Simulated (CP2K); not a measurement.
Consider 2-aminothiazole at its PBE geometry (Å).

```xyz
10

N     2.0729    0.0367   -0.3706
C     0.7116   -0.0226   -0.1339
N    -0.0272    1.0405    0.0814
C    -1.3541    0.6826    0.1967
C    -1.6392   -0.6507    0.0816
S    -0.1764   -1.5336   -0.2067
H     2.6194   -0.7761   -0.1045
H     2.4843    0.9196   -0.0777
H    -2.0950    1.4587    0.3790
H    -2.5964   -1.1554    0.1546
```

Method: CP2K XAS_TDP, all-electron GAPW, PBEh(45%), aug-cc-pVDZ, TDA, GW2X-corrected core level, no relativity.

Q: Where do the C K-edge lines lie, and how strong are they?

Leading lines: C2 288.46 eV, C4 287.81 eV and C5 287.32 eV. The leading line of an atom is its first one with 35 % of the strongest within 2.5 eV of its lowest line over the strength cut. Core ionisation energies at this level: C4 292.42, C5 291.86 and C2 293.93 eV.

The first six lines of each atom with a strength over 0.0015:

| atom | energy (eV) | states | strength, one atom | above the computed threshold |
| --- | --- | --- | --- | --- |
| C2 (bonded to 2 N and S) | 288.46 | 1 | 0.0641 |  |
|  | 290.76 | 1 | 0.0370 |  |
|  | 291.99 | 1 | 0.0015 |  |
|  | 292.95 | 1 | 0.0016 |  |
|  | 293.51 | 1 | 0.0039 |  |
|  | 294.39 | 1 | 0.0077 | yes |
| C4 (bonded to C, N and H) | 287.81 | 1 | 0.0520 |  |
|  | 290.54 | 1 | 0.0071 |  |
|  | 290.64 | 1 | 0.0089 |  |
|  | 290.78 | 1 | 0.0065 |  |
|  | 291.79 | 1 | 0.0016 |  |
|  | 292.24 | 1 | 0.0024 |  |
| C5 (bonded to C, S and H) | 287.32 | 1 | 0.0450 |  |
|  | 288.89 | 1 | 0.0325 |  |
|  | 290.00 | 1 | 0.0117 |  |
|  | 291.07 | 1 | 0.0052 |  |
|  | 291.59 | 1 | 0.0026 |  |
|  | 291.71 | 1 | 0.0029 |  |

Lines are vertical, at one geometry, with no vibrational structure. GW2X ionisation energies and lines can be off by 1 to 2 eV either way, and a good line position may hide errors that cancel. These values hold no scalar relativity, about 0.1 eV for C 1s. Rydberg lines, and the discretised continuum above threshold, depend on the basis and the box.

[Banner, clock and machine lines of the logs are left out without a mark of their own.]

[Logs are printed without paths, hosts, clocks, repeated set-up lines and the standing remarks that a program may print on its own settings, such as how far it seeks lower states.]

[Hosts, paths, dates, database ids (printed as entryN), source tags and the programs' standing remarks are cut or masked in the printed files.]
